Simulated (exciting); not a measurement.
Two BSE runs for the O K edge of RbLuO2, space group R-3m. Run A: exciting, all-electron LAPW+lo, LDA, exchange and screened direct term (singlet BSE), 3×3×3 shifted k points, 34 conduction bands, |G+q| up to 3 bohr⁻¹, full RPA screening with nempty = 58, Lorentzian half width 0.45 eV. Run B has a fault in its input.

Energy from the Kohn–Sham onset, core level to the lowest empty state found on the meshes used; one zero for both, scaled to A's maximum:

| E (eV) | A | B |
| --- | --- | --- |
| -6.0 | 0.01 | 0.03 |
| -5.5 | 0.02 | 0.03 |
| -5.0 | 0.02 | 0.04 |
| -4.5 | 0.02 | 0.05 |
| -4.0 | 0.03 | 0.07 |
| -3.5 | 0.03 | 0.10 |
| -3.0 | 0.04 | 0.16 |
| -2.5 | 0.05 | 0.30 |
| -2.0 | 0.08 | 0.70 |
| -1.5 | 0.13 | 1.43 |
| -1.0 | 0.26 | 1.61 |
| -0.5 | 0.50 | 1.16 |
| 0.0 | 0.72 | 0.84 |
| 0.5 | 0.81 | 0.65 |
| 1.0 | 0.99 | 0.48 |
| 1.5 | 0.77 | 0.42 |
| 2.0 | 0.55 | 0.40 |
| 2.5 | 0.51 | 0.37 |
| 3.0 | 0.49 | 0.36 |
| 3.5 | 0.44 | 0.40 |
| 4.0 | 0.40 | 0.50 |
| 4.5 | 0.41 | 0.62 |
| 5.0 | 0.54 | 0.52 |
| 5.5 | 0.77 | 0.39 |
| 6.0 | 0.72 | 0.30 |
| 6.5 | 0.59 | 0.23 |
| 7.0 | 0.44 | 0.21 |
| 7.5 | 0.36 | 0.21 |
| 8.0 | 0.32 | 0.21 |
| 8.5 | 0.33 | 0.16 |
| 9.0 | 0.27 | 0.14 |
| 9.5 | 0.22 | 0.13 |
| 10.0 | 0.19 | 0.11 |
| 10.5 | 0.15 | 0.10 |
| 11.0 | 0.13 | 0.13 |
| 11.5 | 0.16 | 0.15 |
| 12.0 | 0.19 | 0.14 |
| 12.5 | 0.18 | 0.16 |
| 13.0 | 0.20 | 0.16 |
| 13.5 | 0.20 | 0.15 |
| 14.0 | 0.19 | 0.13 |
| 14.5 | 0.17 | 0.11 |
| 15.0 | 0.14 | 0.12 |
| 15.5 | 0.14 | 0.15 |
| 16.0 | 0.18 | 0.14 |
| 16.5 | 0.18 | 0.14 |
| 17.0 | 0.17 | 0.14 |
| 17.5 | 0.18 | 0.12 |
| 18.0 | 0.15 | 0.11 |
| 18.5 | 0.13 | 0.11 |
| 19.0 | 0.14 | 0.11 |
| 19.5 | 0.13 | 0.11 |
| 20.0 | 0.12 | 0.12 |
| 20.5 | 0.14 | 0.14 |
| 21.0 | 0.15 | 0.14 |
| 21.5 | 0.16 | 0.15 |
| 22.0 | 0.17 | 0.16 |
| 22.5 | 0.19 | 0.19 |
| 23.0 | 0.22 | 0.19 |
| 23.5 | 0.24 | 0.19 |
| 24.0 | 0.24 | 0.19 |
| 24.5 | 0.26 | 0.18 |

**Question.** What most likely went wrong in run B?

Far too few empty states in the screening (empty states in the screening from 58 to 3). The spectrum differs from run A by 85 % r.m.s. Moving the earlier curve by -1.8 eV leaves 41 %. The highest maximum lies at -1.2 eV (1.65), against 1.0 eV (1.00). The first bright state moves from -0.74 to -1.65 eV. Too few states underscreen, so the attraction is too strong. Other settings could leave a like mark; this is the change that was made.

[Hosts, paths, dates, database ids (printed as entryN), source tags and the programs' standing remarks are cut or masked in the printed files.]
